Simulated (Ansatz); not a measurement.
In doubt: one-shot GW on d or f shells is unsure (in some of the runs), so the values of those runs are not to be relied on.

Consider FeAs2 (Lollingite).

It takes space group Pnnm (No. 58, orthorhombic). Conventional cell: a = 5.301 Å, b = 5.986 Å, c = 2.882 Å, α = 90.00°, β = 90.00°, γ = 90.00°. Nearest to Fe lie 6 As at 2.36 to 2.39 Å. As has 3 Fe at 2.36 to 2.39 Å and 1 As at 2.49 Å nearest. Farther neighbours are not listed.

```
Fe As
1.0
     5.30120    0.00000    0.00000
     0.00000    5.98580    0.00000
     0.00000    0.00000    2.88220
Fe As
2 4
Direct
  0.00000 0.00000 0.00000
  0.50000 0.50000 0.50000
  0.17630 0.36240 0.00000
  0.82370 0.63760 0.00000
  0.67630 0.13760 0.50000
  0.32370 0.86240 0.50000
```

The cell and positions come from the Crystallography Open Database and are kept as given unless a step says otherwise. PAW set soft_2, made with PBE.

Gaps computed with Ansatz 0.2.0 without a self-energy: LDA 0.24 eV.

Estimate the G0W0@LDA gap with 4×4×6 mesh, 724 empty bands, screening to 230 eV, default PAW files.

About 0.34 eV: on its mesh the run moves the gap from 0.25 eV by +0.09 eV. A band edge moves to another state on the way. Bands and cutoff are finite, so the gap is not at the basis limit. The miss can reach some tenths of an eV and take either sign; the mesh is an error of its own. The 4×4×6 mesh is coarse for this cell (its supercell is 17 Å along the shortest edge). The RPA ε∞ on it, from the LDA start, is 25.89, 28.44 and 41.29; such meshes misread the long-range screening, most where the gap is narrow. The RPA ε∞ on this mesh reaches over 25; with a narrow direct gap a coarse mesh can overstate it, and the correction is then too small. The runs have no spin polarisation. For a closed low-spin shell that is the natural state; where a d or f shell is open it is a constraint, and the gap is then not the crystal's own. With d states at the gap, one-shot GW leans hard on its start. The many-body steps are scalar-relativistic: spin-orbit coupling is not in them.

[Paths, hosts, dates, memory and timing lines, banners, echoed tables and standing remarks are left out of the program output.]

[Logs are printed without paths, hosts, clocks, repeated set-up lines and the standing remarks that a program may print on its own settings, such as how far it seeks lower states.]

[Runs of the session that timed out or met a known fault of the program may be left out.]

[Cells called generated may have been cut or substituted from an entry of the Crystallography Open Database or the Materials Project.]

[Hosts, paths, dates, database ids (printed as entryN), source tags and the programs' standing remarks are cut or masked in the printed files.]
